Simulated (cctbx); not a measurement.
# Accept or mend?

Cell a = 14.2310 Å, b = 12.3860 Å, c = 8.2050 Å, α = 90.00°, β = 90.00°, γ = 90.00°; space group Pnma (no. 62).

Simulated single-crystal data (cctbx): Mo Kα, λ = 0.71073 Å, to d = 0.6 Å, 95 % of the full sphere, strongest reflection 40000 counts, noise from counting, a 2 % proportional error and a noise floor of 8 counts (s.d.); no absorption.

An anisotropic refinement with weights 1/σ² prints:

```text
Rint 0.026, 3640 unique reflections to 0.60 A
cycle     R1     wR2    GooF  max shift (A)
   1  0.0352  0.0794   4.016   0.00124
   2  0.0116  0.0265   1.341   0.00000
final R1 0.0116 wR2 0.0265 GooF 1.341  parameters 21  data/parameter 173.3
atom        x        y        z      Ueq    occ   su(xyz)  su(Uiso or U11)
Tl1    0.74960  0.25000  0.66950   0.0133  1.000  0.00001  0.0000
I1     0.16270  0.92989  0.41779   0.0149  1.000  0.00001  0.0000
Si1    0.58261  0.25000  0.83202   0.0143  1.000  0.00007  0.0002
difference map: max 1.90 min -0.61 rms 0.15
Q1    0.0970  0.2500  0.6761    4    1.91  0.22 A from Si1
Q2    0.0557  0.2500  0.6572    4    1.76  0.39 A from Si1
Q3    0.0573  0.1735  0.6259    8    0.64  1.07 A from Si1
Q4    0.0999  0.2129  0.7607    8    0.64  0.92 A from Si1
Q5    0.2199  0.2500  0.1491    4    0.53  2.65 A from Tl1
Q6    0.9995  0.1226  0.4521    8    0.51  2.62 A from I1
```

Q: Accept it or mend it, and why?

Mend it. The fault: wrong element: Si1 is Cl. Against the right model at the same level, R1 goes from 0.0093 to 0.0116 and GooF from 0.94 to 1.34, U of Si1 shrinks from 0.0223 to 0.0143 Å² and the top difference peak, 1.9 e/Å³, lies on Si1. Si1 has 3 electrons too few and its U shrinks to make up, as expected. The signs are weak, and the output alone doesn't single this fault out.

The compound is TlI2Cl. The right model at the same level gives:

```text
Rint 0.026, 3640 unique reflections to 0.60 A
cycle     R1     wR2    GooF  max shift (A)
   1  0.0280  0.0687   3.471   0.00124
   2  0.0093  0.0185   0.937   0.00000
final R1 0.0093 wR2 0.0185 GooF 0.937  parameters 21  data/parameter 173.3
atom        x        y        z      Ueq    occ   su(xyz)  su(Uiso or U11)
Tl1    0.74960  0.25000  0.66950   0.0133  1.000  0.00001  0.0000
I1     0.16270  0.92989  0.41779   0.0148  1.000  0.00001  0.0000
Cl1    0.58261  0.25000  0.83205   0.0223  1.000  0.00005  0.0002
difference map: max 0.52 min -0.58 rms 0.12
Q1    0.2196  0.2500  0.1483    4    0.54  2.64 A from Tl1
Q2    0.9998  0.1231  0.4511    8    0.52  2.63 A from I1
Q3    0.2297  0.2500  0.6162    4    0.52  1.78 A from Tl1
Q4    0.0026  0.1165  0.1088    8    0.51  -1.00 A from Cl1
Q5    0.0649  0.2500  0.4894    4    0.50  1.49 A from Cl1
Q6    0.1951  0.5083  0.2410    8    0.50  1.70 A from I1
```

The model was made for the exercise: a known structure type with other elements put in, its volume estimated, not relaxed; displacement parameters are assumed.

[Middle refinement cycles are left out of these outputs.]

[Logs are printed without paths, hosts, clocks, repeated set-up lines and the standing remarks that a program may print on its own settings, such as how far it seeks lower states.]
